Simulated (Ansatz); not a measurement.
# linear Zr chain: period, moment and channels by functional, part 2 of 4

Wanted: the relaxed geometry and the open channels of the linear Zr chain, by several methods.

Ansatz 0.2.0; DFT PBE, plane waves, PAW; relaxation of a chain's period (the session's first sound run).

So far, absolute moment (μB): step 2 (relaxation of atoms and period, level PBE, cutoff 420 eV) 0.545.

### Step 3. The perfect wire, level PBE, cutoff 420 eV

This step: DFT PBE, plane waves, PAW; channels and complex bands of a perfect chain (Ansatz 0.2.0).

At the relaxed period the Bloch states of the perfect chain are found at each energy: those that move forward count the open channels, and those that decay describe how a disturbance dies away inside the wire itself. An energy step of 0.035 eV is under the 0.039 eV that the program asks for its thermal average at 300 K.

Contents of input.yaml:

```yaml
crystal:
  lattice:
    - [7.5, 0.0, 0.0]
    - [0.0, 7.5, 0.0]
    - [0.0, 0.0, 2.5385322133]
  atoms:
    - { symbol: Zr, position: [0.5, 0.5, 0.0], spin: 0.24 }
magnetization:
  spin_polarized: true
kpoints:
  mp_grid: { grid: [1, 1, 32] }
  band_path: { path: ["Γ", Z], npoints: 60 }
scf:
  occupations: { method: fermi_dirac, width: 0.05 }
hamiltonian:
  xc: pbe
output:
  transmission:
    e_range: [-2, 2]
    de: 0.035
    kmesh: [1, 1]
    reduced_basis: true
    leads: [[0, 0]]
  dos: { projected: true, e_range: [-6, 4] }
  write_potential: true
  write_density: true
  volumetric_format: npy
  elf: true
```

Started as:

```console
$ ansatz run input.yaml --threads 4 --pin off --max-ram 8192MiB --backend cpu --events-out ev --progress --plain --runs-dir out
```

Numbers of over 12 decimals in the logs are rounded to 6 here.

The log of the run:

```text
[...]
Crystal: 1 atoms, lattice volume = 142.792 Å³
Basis set: ecut = 420 eV, 2809 PW (Γ)
Bands: 11, of which v1, the nominal top of the filled ones, is band 6 counted from 1 (5 counted from 0)
Symmetry: 16 space group operations
[...]
k-points: 17 of 32
[...]
Starting moments: Σ|m| = 0.24 μB on 1 of 1 site
[...]
SCF iter   1: F=—  HF=-4179.856247 eV  |F-HF|=—  |Δ(HF+E_count)|=         —  Δρ=1.65e-2 (↑1.55e-2 ↓1.65e-2)  dr2=2.86e0  dr2_m=5.29e-4  M=0.241 μB ∫|m|=0.241 μB  β_m=0.30  ethr=3.10e-3  ⟨swp⟩=6.1  Hψ=2361  notcnv=0
[...]
SCF iter  12: F=-4180.185729 eV  HF=-4180.185729 eV  |F-HF|=4.09e-11  |Δ(HF+E_count)|=   1.73e-9  Δρ=9.70e-8 (↑9.70e-8 ↓8.87e-8)  dr2=1.70e-11  dr2_m=8.74e-12  M=0.505 μB ∫|m|=0.505 μB  ethr=5.19e-12  ⟨swp⟩=3.0  Hψ=1423  notcnv=0
SCF 1 converged in 12 iterations: F = -4180.185729 eV  dr2 = 1.70e-11
[...]
the search or the solves at the SCF's close seem to have found levels that the self-consistency loop had missed (the run counts 2). By its estimate they hold under 1e-12 electrons; where the run keeps them, the occupations were computed again with them
transmission: 8 of 48 steps passed
transmission: 12 of 48 steps passed
[...]
transmission: 48 of 48 steps passed
WARN: The input density's exchange-correlation potential varies sharply where the density is thin. Do not read a vacuum level from v_tot or v_xc, or from such a field of the output density. On a cell that repeats whose density bears no net charge and no dipole along the vacuum's axis use v_es (v_loc + v_h of the components); under efield.dipole_correction with no amplitude use v_es + v_field, which holds any external [...]
NSCF: frozen V_eff on 61 k-points
SCF converged after 12 iterations
Magnetization: 0.5052 μB (6.2526 up, 5.7474 down)
Absolute magnetization: 0.5054 μB (∫|ρ↑−ρ↓|, with the PAW one-centre terms)
[...]
Per-site moments (μB) at R_I (Å): [(0.212990, 1.047145)]
Free energy (F): -4180.185729 eV
[...]
Internal energy: -4180.161890 eV  (E = F + TS)
E sigma→0 (E₀):  -4180.173810 eV
Entropy (-TS):   -0.023839 eV (-23.839 meV/atom)
Fermi energy:    -0.598639 eV
[...]
--- Band table (eV; the first three rows and the last of 34) ---
  k-point 0 ↑: bands = [... 2 lower, -28.2381, -25.9692, -3.1444, -1.9378, -0.8826, -0.6686, 0.8693, 0.8693, ... 1 higher]
  k-point 1 ↑: bands = [... 2 lower, -28.2341, -26.0048, -3.0784, -1.9047, -0.8670, -0.6534, 0.8621, 0.8621, ... 1 higher]
  k-point 2 ↑: bands = [... 2 lower, -28.2223, -26.1095, -2.8886, -1.8001, -0.8204, -0.6083, 0.8353, 0.8353, ... 1 higher]
  k-point 16 ↓: bands = [... 2 lower, -27.5345, -27.5345, -2.1582, -2.1582, 1.7245, 1.7861, 2.3323, 3.8399, ... 1 higher]
--- Transmission ---
  basis      : 497 plane waves across, 4 finite elements along
  points     : 1, standing for a mesh of 1 x 1
  filling    : by the input's occupations and mesh, since the crystals that have channels conduct as metals do. If one of these is a semiconductor, that mesh has misplaced its level
  energies   : 115 from -2.000000 to 1.990000 eV about the Fermi level, 0.035000 eV apart; the leads are filled to 0.000000 eV, and channels, transmission and decay are at -0.005000 eV
  crystal 0  : Zr1, at the sites [0, 0], period 2.5385 Å: whole cells are its period
    offset         : up to 0.0000 Å between an atom of the period and one for which it stands
    filled         : 2.6 meV under the level at which it is neutral
    channels       : 6.000000e0 up, 4.000000e0 down
    conductance    : 6.8455e14 S/m² at 300 K; may be off by some 0.0 % by where its bands' edges are placed, 0.1 % from the distance to neutral
```

It took 83 s on 4 threads of Arm Neoverse N1, shared host; peak memory 0.6 GiB; 3.1 min of CPU time.

The column dr2 measures how far the density is from self-consistency, as an energy; F and HF (Harris–Foulkes) agree once it is small.

Numbers from this step:

| Item | Value |
| --- | --- |
| energy at zero smearing | -4180.1738 eV |
| total moment | 0.5052 μB |
| absolute moment | 0.5054 μB |
| channels at the energy nearest the Fermi level, spin up | 6 |
| channels at the energy nearest the Fermi level, spin down | 4 |
| conductance of the lead as this run defines it | 4.970 G₀ |
| band gap | 0 eV |

Table of open channels of the lead by energy, zero at the Fermi level:

| energy (eV) | spin up | spin down |
| --- | --- | --- |
| -2.000 | 1 | 1 |
| -1.790 | 1 | 1 |
| -1.615 | 3 | 1 |
| -1.405 | 3 | 3 |
| -1.195 | 4 | 3 |
| -0.985 | 4 | 4 |
| -0.810 | 4 | 4 |
| -0.600 | 4 | 4 |
| -0.390 | 4 | 4 |
| -0.215 | 5 | 4 |
| -0.005 | 6 | 4 |
| 0.205 | 6 | 6 |
| 0.415 | 6 | 6 |
| 0.590 | 6 | 6 |
| 0.800 | 6 | 6 |
| 1.010 | 6 | 6 |
| 1.185 | 6 | 6 |
| 1.395 | 6 | 6 |
| 1.605 | 4 | 6 |
| 1.815 | 4 | 4 |

Spin up; the slowest values at each energy, most degenerate partners merged, listed up to 1.5 1/Å. The Im kz of the slowest decaying states by energy, zero at the Fermi level:

| energy (eV) | decay 1 (Å⁻¹) | decay 2 (Å⁻¹) | decay 3 (Å⁻¹) | decay 4 (Å⁻¹) |
| --- | --- | --- | --- | --- |
| -2.000 | 0.215 | 0.382 | 0.773 | 0.828 |
| -1.790 | 0.0929 | 0.309 | 0.727 | 0.785 |
| -1.615 | 0.236 | 0.686 | 0.746 | 1.05 |
| -1.405 | 0.111 | 0.633 | 0.697 | 1.02 |
| -1.195 | 0.574 | 0.643 | 0.995 | 1.12 |
| -0.985 | 0.506 | 0.583 | 0.965 | 1.10 |
| -0.810 | 0.441 | 0.527 | 0.939 | 1.07 |
| -0.600 | 0.344 | 0.449 | 0.907 | 1.05 |
| -0.390 | 0.201 | 0.351 | 0.873 | 1.02 |
| -0.215 | 0.238 | 0.844 | 0.997 | 1.16 |
| -0.005 | 0.807 | 0.968 | 1.14 | 1.28 |
| 0.205 | 0.767 | 0.938 | 1.11 | 1.26 |
| 0.415 | 0.724 | 0.908 | 1.08 | 1.24 |
| 0.590 | 0.685 | 0.881 | 1.06 | 1.22 |
| 0.800 | 0.634 | 0.849 | 1.03 | 1.20 |
| 1.010 | 0.574 | 0.814 | 1.000 | 1.17 |
| 1.185 | 0.513 | 0.785 | 0.974 | 1.15 |
| 1.395 | 0.404 | 0.748 | 0.943 | 1.13 |
| 1.605 | 0.280 | 0.709 | 0.910 | 1.10 |
| 1.815 | 0.315 | 0.667 | 0.876 | 1.08 |

Spin down; the slowest values at each energy, most degenerate partners merged, listed up to 1.5 1/Å. Table of Im kz of the slowest decaying states by energy, zero at the Fermi level:

| energy (eV) | decay 1 (Å⁻¹) | decay 2 (Å⁻¹) | decay 3 (Å⁻¹) | decay 4 (Å⁻¹) |
| --- | --- | --- | --- | --- |
| -2.000 | 0.279 | 0.474 | 0.855 | 0.876 |
| -1.790 | 0.203 | 0.414 | 0.815 | 0.837 |
| -1.615 | 0.1000 | 0.357 | 0.780 | 0.802 |
| -1.405 | 0.279 | 0.736 | 0.757 | 1.05 |
| -1.195 | 0.178 | 0.687 | 0.709 | 1.03 |
| -0.985 | 0.635 | 0.657 | 0.996 | 1.11 |
| -0.810 | 0.587 | 0.610 | 0.971 | 1.09 |
| -0.600 | 0.523 | 0.546 | 0.941 | 1.06 |
| -0.390 | 0.448 | 0.472 | 0.909 | 1.04 |
| -0.215 | 0.372 | 0.399 | 0.881 | 1.02 |
| -0.005 | 0.250 | 0.284 | 0.846 | 0.987 |
| 0.205 | 0.809 | 0.958 | 1.13 | 1.28 |
| 0.415 | 0.770 | 0.928 | 1.11 | 1.26 |
| 0.590 | 0.735 | 0.902 | 1.08 | 1.24 |
| 0.800 | 0.690 | 0.870 | 1.06 | 1.21 |
| 1.010 | 0.639 | 0.837 | 1.03 | 1.19 |
| 1.185 | 0.592 | 0.808 | 1.00 | 1.17 |
| 1.395 | 0.523 | 0.772 | 0.972 | 1.15 |
| 1.605 | 0.425 | 0.734 | 0.940 | 1.12 |
| 1.815 | 0.269 | 0.694 | 0.907 | 1.10 |

The electronic bands at the labelled points (eV, zero at the Fermi level):

| point | up 5 | up 6 | up 7 | up 8 | down 5 | down 6 | down 7 | down 8 |
| --- | --- | --- | --- | --- | --- | --- | --- | --- |
| Γ | -2.55 | -1.34 | -0.28 | -0.07 | -2.37 | -1.03 | 0.16 | 0.20 |
| halfway | -0.37 | 0.09 | 0.09 | 0.63 | -0.08 | 0.29 | 0.29 | 1.10 |
| Z | -1.74 | -1.74 | 1.87 | 2.01 | -1.56 | -1.56 | 2.32 | 2.38 |

Spin density in the ca plane at fractional y = 0.500, with atoms of Zr within 0.2 Å of it.

Ten even steps from '0' (0.000 e/Å³) to '9' (0.096 e/Å³), each cell a mean:
```
0000000000000
0000000000000
0000000000000
0000000000000
0000000000000
0000000000000
1111000000111
3221110011122
6542110011245
9852110011258
5432111111234
4332221122233
4422111111224
8742110011247
8742110011247
4322110011223
1111100001111
0000000000000
0000000000000
0000000000000
0000000000000
0000000000000
0000000000000
0000000000000
```
Columns run along c (2.5 Å), rows up along a (7.5 Å). Atoms in or near the plane, at fractional coordinates: Zr at (0.00, 0.50).

Valence density in the ca plane at fractional y = 0.500, with atoms of Zr within 0.2 Å of it. It is the smooth field of the valence electrons, not physical close to the nuclei.

Values in e/Å³, 24 rows by 13 columns, each cell a mean:
```
0.0 0.0 0.0 0.0 0.0 0.0 0.0 0.0 0.0 0.0 0.0 0.0 0.0
0.0 0.0 0.0 0.0 0.0 0.0 0.0 0.0 0.0 0.0 0.0 0.0 0.0
0.0 0.0 0.0 0.0 0.0 0.0 0.0 0.0 0.0 0.0 0.0 0.0 0.0
0.0 0.0 0.0 0.0 0.0 0.0 0.0 0.0 0.0 0.0 0.0 0.0 0.0
0.0 0.0 0.0 0.0 0.0 0.0 0.0 0.0 0.0 0.0 0.0 0.0 0.0
0.0 0.0 0.0 0.0 0.0 0.0 0.0 0.0 0.0 0.0 0.0 0.0 0.0
0.0 0.0 0.1 0.1 0.1 0.1 0.1 0.1 0.1 0.1 0.1 0.1 0.0
0.1 0.1 0.1 0.1 0.1 0.1 0.1 0.1 0.1 0.1 0.1 0.1 0.1
0.6 0.6 0.5 0.3 0.3 0.2 0.2 0.2 0.2 0.3 0.3 0.5 0.6
2.4 2.2 1.7 1.1 0.6 0.4 0.3 0.3 0.4 0.6 1.1 1.7 2.2
3.8 3.9 3.5 2.4 1.3 0.7 0.4 0.4 0.7 1.3 2.4 3.5 3.9
3.0 3.6 4.1 3.2 1.7 0.8 0.5 0.5 0.8 1.7 3.2 4.1 3.6
3.7 3.9 3.8 2.8 1.5 0.7 0.5 0.5 0.7 1.5 2.8 3.8 3.9
3.2 3.0 2.4 1.6 0.9 0.5 0.4 0.4 0.5 0.9 1.6 2.4 3.0
1.1 1.0 0.8 0.5 0.3 0.3 0.2 0.2 0.3 0.3 0.5 0.8 1.0
0.2 0.2 0.2 0.2 0.2 0.1 0.1 0.1 0.1 0.2 0.2 0.2 0.2
0.1 0.1 0.1 0.1 0.1 0.1 0.1 0.1 0.1 0.1 0.1 0.1 0.1
0.0 0.0 0.0 0.0 0.0 0.0 0.0 0.0 0.0 0.0 0.0 0.0 0.0
0.0 0.0 0.0 0.0 0.0 0.0 0.0 0.0 0.0 0.0 0.0 0.0 0.0
0.0 0.0 0.0 0.0 0.0 0.0 0.0 0.0 0.0 0.0 0.0 0.0 0.0
0.0 0.0 0.0 0.0 0.0 0.0 0.0 0.0 0.0 0.0 0.0 0.0 0.0
0.0 0.0 0.0 0.0 0.0 0.0 0.0 0.0 0.0 0.0 0.0 0.0 0.0
0.0 0.0 0.0 0.0 0.0 0.0 0.0 0.0 0.0 0.0 0.0 0.0 0.0
0.0 0.0 0.0 0.0 0.0 0.0 0.0 0.0 0.0 0.0 0.0 0.0 0.0
```
Columns run along c (2.5 Å), rows up along a (7.5 Å). Atoms in or near the plane, at fractional coordinates: Zr at (0.00, 0.50).

Electrostatic potential energy in the ca plane at fractional y = 0.500, with atoms of Zr within 0.2 Å of it. With pseudopotentials it is smooth inside the atoms' cores, unlike the true potential.

Ten even steps from '0' (-71 eV) to '9' (3 eV), each cell a mean:
```
9999999999999
9999999999999
9999999999999
9999999999999
9999999999999
9999999999999
9999999999999
8889999999988
7778899998877
3356788887653
0013678876310
0002578875200
0003578875300
1235788887532
6677899998776
8888999999888
9999999999999
9999999999999
9999999999999
9999999999999
9999999999999
9999999999999
9999999999999
9999999999999
```
Columns run along c (2.5 Å; values clipped at the 3rd and 97th percentile), rows up along a (7.5 Å). Atoms in or near the plane, at fractional coordinates: Zr at (0.00, 0.50).

By hand: the program gives 6.8455 × 10^14 S/m² over the cell's cross-section of 56.25 Å² = 5.625 × 10^-19 m², so one cell conducts 3.851 × 10^-4 S. Divided by G0 = 2e²/h = 7.748 × 10^-5 S this is 4.97 G0, a resistance of 2.60 kΩ.

At the computed energy nearest the Fermi level there are 6 spin-up and 4 spin-down channels, and the thermal average gives 4.97 G₀.

### Step 4. Relaxing the period

This step: DFT RPBE, plane waves, PAW; relaxation of a chain's period (Ansatz 0.2.0).

The relaxation is repeated under another functional. RPBE strengthens the exchange enhancement and tends to longer, weaker bonds than PBE.

input.yaml, the sections that differ from step 3:

```yaml
crystal:
  lattice:
    - [7.5, 0.0, 0.0]
    - [0.0, 7.5, 0.0]
    - [0.0, 0.0, 3.255]
  atoms:
    - { symbol: Zr, position: [0.5, 0.5, 0.0], spin: 1.0 }
kpoints:
  mp_grid: { grid: [1, 1, 25] }
hamiltonian:
  xc: rpbe
relax:
  cell: { fix: [a, b, alpha, beta, gamma] }
  max_steps: 60
# magnetization, scf: as in step 3
# output: removed
```

The log of the run:

```text
[...]
Crystal: 1 atoms, lattice volume = 183.094 Å³
Basis set: ecut = 420 eV, 3587 PW (Γ), exchange–correlation on 108×108×48 points (8 copies of the dense FFT grid, shifted against one another)
Bands: 11, of which v1, the nominal top of the filled ones, is band 6 counted from 1 (5 counted from 0)
Symmetry: 16 space group operations
[...]
-0.467566       0.000000       0.000000
        0.000000      -0.467566       0.000000
        0.000000       0.000000       0.034496
  P = ⅓ Tr σ = -0.3002 GPa (-3.002 kbar)
--- Relaxed structure (7 steps of the walk, 7 accepted, 1 SCFs on fresh bases) ---
[...]
cell:  # Å, volume = 144.4665 Å³
    - [7.5, 0.0, 0.0]
    - [0.0, 7.5, 0.0]
    - [0.0, 0.0, 2.568294]
  atoms:
    - { symbol: Zr, position: [0.5, 0.5, 0.0] }
[key lines of the parts left out:]
SCF converged after 6 iterations
Magnetization: 0.5012 μB (6.2506 up, 5.7494 down)
Free energy (F): -4187.227821 eV
Fermi energy:    -0.494496 eV
```

Elapsed: 44 s, on 4 threads; peak memory 0.44 GiB; 96 s of CPU time.

Step by step:

| step | energy less that of the first step (eV) | largest force component (eV/Å) | pressure (GPa) | volume (Å³) |
| --- | --- | --- | --- | --- |
| 1 | 0.0000 | 0.0000 | -1.08 | 183.09 |
| 2 | -0.1171 | 0.0000 | -0.88 | 175.22 |
| 3 | -0.2599 | 0.0000 | -1.61 | 166.30 |
| 4 | -0.4654 | 0.0000 | -1.36 | 157.37 |
| 5 | -0.5978 | 0.0000 | -0.73 | 148.45 |
| 6 | -0.6096 | 0.0000 | -0.08 | 142.66 |
| 7 | -0.6136 | 0.0000 | -0.30 | 144.47 |
| 8* | -0.6133 | 0.0000 | -0.30 | 144.47 |

Relaxation steps marked * repeat the geometry before them on a plane-wave basis chosen anew for their cell, so energy and pressure can jump there.

| cell as run | before | after | change |
| --- | --- | --- | --- |
| c (Å) | 3.255 | 2.568 | -21.1 % |

The relaxed structure:

```xyz
1
Lattice="7.5000 0.0000 0.0000 0.0000 7.5000 0.0000 0.0000 0.0000 2.5683" Properties=species:S:1:pos:R:3
Zr    3.7500    3.7500    0.0000
```

The cell's length comes to 2.568 Å, +1.2 % against the first run, with an absolute moment of 0.50 μB a cell. That is -21 % against the start, more than a small adjustment.

The cell shrank by 21.1 % in its periodic edges.

### Step 5. Bands of the perfect wire, level RPBE, cutoff 420 eV

This step: DFT RPBE, plane waves, PAW; channels and complex bands of a perfect chain (Ansatz 0.2.0).

The channels are counted again under RPBE, at the period that it gave.

input.yaml, the sections that differ from step 4:

```yaml
crystal:
  lattice:
    - [7.5, 0.0, 0.0]
    - [0.0, 7.5, 0.0]
    - [0.0, 0.0, 2.5682940468]
  atoms:
    - { symbol: Zr, position: [0.5, 0.5, 0.0], spin: 0.22 }
kpoints:
  mp_grid: { grid: [1, 1, 32] }
  band_path: { path: ["Γ", Z], npoints: 60 }
output:
  transmission:
    e_range: [-2, 2]
    de: 0.035
    kmesh: [1, 1]
    reduced_basis: true
    leads: [[0, 0]]
  dos: { projected: true, e_range: [-6, 4] }
# magnetization, scf, hamiltonian: as in step 4
# relax: removed
```

The log of the run:

```text
[...]
Crystal: 1 atoms, lattice volume = 144.467 Å³
Basis set: ecut = 420 eV, 2849 PW (Γ)
Bands: 11, of which v1, the nominal top of the filled ones, is band 6 counted from 1 (5 counted from 0)
Symmetry: 16 space group operations
[...]
k-points: 17 of 32
[...]
Starting moments: Σ|m| = 0.22 μB on 1 of 1 site
[...]
--- Transmission ---
  basis      : 497 plane waves across, 4 finite elements along
  points     : 1, standing for a mesh of 1 x 1
[...]
crystal 0  : Zr1, at the sites [0, 0], period 2.5683 Å: whole cells are its period
[...]
filled         : 12.5 meV under the level at which it is neutral
    channels       : 5.000000e0 up, 4.000000e0 down
[...]
[key lines of the parts left out:]
SCF converged after 13 iterations
Magnetization: 0.4906 μB (6.2453 up, 5.7547 down)
Free energy (F): -4187.226987 eV
Fermi energy:    -0.492279 eV
```

It took 56 s on 4 threads; peak memory 0.54 GiB; 3.2 min of CPU time.

Open channels of the lead against energy, zero at the Fermi level:

| energy (eV) | spin up | spin down |
| --- | --- | --- |
| -2.00 | 1 | 1 |
| -1.90 | 1 | 1 |
| -1.79 | 1 | 1 |
| -1.69 | 3 | 1 |
| -1.58 | 3 | 1 |
| -1.48 | 3 | 3 |
| -1.37 | 3 | 3 |
| -1.23 | 4 | 3 |
| -1.12 | 4 | 3 |
| -1.02 | 4 | 3 |
| -0.92 | 4 | 4 |
| -0.81 | 4 | 4 |
| -0.70 | 4 | 4 |
| -0.60 | 4 | 4 |
| -0.49 | 4 | 4 |
| -0.39 | 4 | 4 |
| -0.28 | 5 | 4 |
| -0.18 | 5 | 4 |
| -0.07 | 5 | 4 |
| -0.01 | 5 | 4 |
| 0.07 | 6 | 4 |
| 0.17 | 6 | 4 |
| 0.28 | 6 | 6 |
| 0.38 | 6 | 6 |
| 0.48 | 6 | 6 |
| 0.59 | 6 | 6 |
| 0.69 | 6 | 6 |
| 0.80 | 6 | 6 |
| 0.91 | 6 | 6 |
| 1.01 | 6 | 6 |
| 1.11 | 6 | 6 |
| 1.22 | 6 | 6 |
| 1.36 | 6 | 6 |
| 1.47 | 4 | 6 |
| 1.57 | 4 | 6 |
| 1.68 | 4 | 6 |
| 1.78 | 3 | 4 |
| 1.89 | 3 | 4 |
| 1.99 | 3 | 4 |

At the computed energy nearest the Fermi level there are 5 spin-up and 4 spin-down channels, and the thermal average gives 4.69 G₀.

### Step 6. Relaxation of atoms and period, cutoff 500 eV

This step: DFT r2SCAN, plane waves, PAW; relaxation of a chain's period (Ansatz 0.2.0).

The relaxation is repeated under another functional. r2SCAN also reads the kinetic-energy density; it often gives larger moments and wider gaps than PBE, at a higher cost. Against the first PBE run of this kind, the cutoff is 500 eV against 420.

input.yaml, the sections that differ from step 5:

```yaml
crystal:
  lattice:
    - [7.5, 0.0, 0.0]
    - [0.0, 7.5, 0.0]
    - [0.0, 0.0, 3.255]
  atoms:
    - { symbol: Zr, position: [0.5, 0.5, 0.0], spin: 1.0 }
kpoints:
  mp_grid: { grid: [1, 1, 25] }
hamiltonian:
  xc: r2scan
relax:
  cell: { fix: [a, b, alpha, beta, gamma] }
  max_steps: 60
# magnetization, scf: as in step 5
# output: removed
```

The log of the run:

```text
[...]
Crystal: 1 atoms, lattice volume = 183.094 Å³
Basis set: ecut = 500 eV, 4659 PW (Γ), exchange–correlation on 240×240×96 points (64 copies of the dense FFT grid, shifted against one another)
Bands: 11, of which v1, the nominal top of the filled ones, is band 6 counted from 1 (5 counted from 0)
Symmetry: 16 space group operations
[...]
-0.439217       0.000000       0.000000
        0.000000      -0.439217       0.000000
        0.000000       0.000000       0.023728
  P = ⅓ Tr σ = -0.2849 GPa (-2.849 kbar)
--- Relaxed structure (4 steps of the walk, 4 accepted, 1 SCFs on fresh bases) ---
[...]
cell:  # Å, volume = 166.6864 Å³
    - [7.5, 0.0, 0.0]
    - [0.0, 7.5, 0.0]
    - [0.0, 0.0, 2.963314]
  atoms:
    - { symbol: Zr, position: [0.5, 0.5, 0.0] }
[key lines of the parts left out:]
SCF converged after 9 iterations
Magnetization: 3.1039 μB (7.5519 up, 4.4481 down)
Free energy (F): -4190.833092 eV
Fermi energy:    -0.658399 eV
```

The job ended after 42 s (4 threads; peak memory 0.82 GiB; 2.5 min of CPU time).

The steps of the relaxation:

| step | energy less that of the first step (eV) | largest force component (eV/Å) | pressure (GPa) | volume (Å³) |
| --- | --- | --- | --- | --- |
| 1 | 0.0000 | 0.0000 | -1.00 | 183.09 |
| 2 | -0.0699 | 0.0000 | -0.79 | 176.88 |
| 3 | -0.1203 | 0.0000 | -0.36 | 167.96 |
| 4 | -0.1211 | 0.0000 | -0.28 | 166.69 |
| 5* | -0.1205 | 0.0000 | -0.28 | 166.69 |

Relaxation steps marked * repeat the geometry before them on a plane-wave basis chosen anew for their cell, so energy and pressure can jump there.

| cell as run | before | after | change |
| --- | --- | --- | --- |
| c (Å) | 3.255 | 2.963 | -9.0 % |

Final coordinates:

```xyz
1
Lattice="7.5000 0.0000 0.0000 0.0000 7.5000 0.0000 0.0000 0.0000 2.9633" Properties=species:S:1:pos:R:3
Zr    3.7500    3.7500    0.0000
```

The cell's length comes to 2.963 Å, +16.7 % against the first run, with an absolute moment of 3.10 μB a cell.

[end of part 2 of 4]

[Logs are printed without paths, hosts, clocks, repeated set-up lines and the standing remarks that a program may print on its own settings, such as how far it seeks lower states.]

[Hosts, paths, dates, database ids (printed as entryN), source tags and the programs' standing remarks are cut or masked in the printed files.]
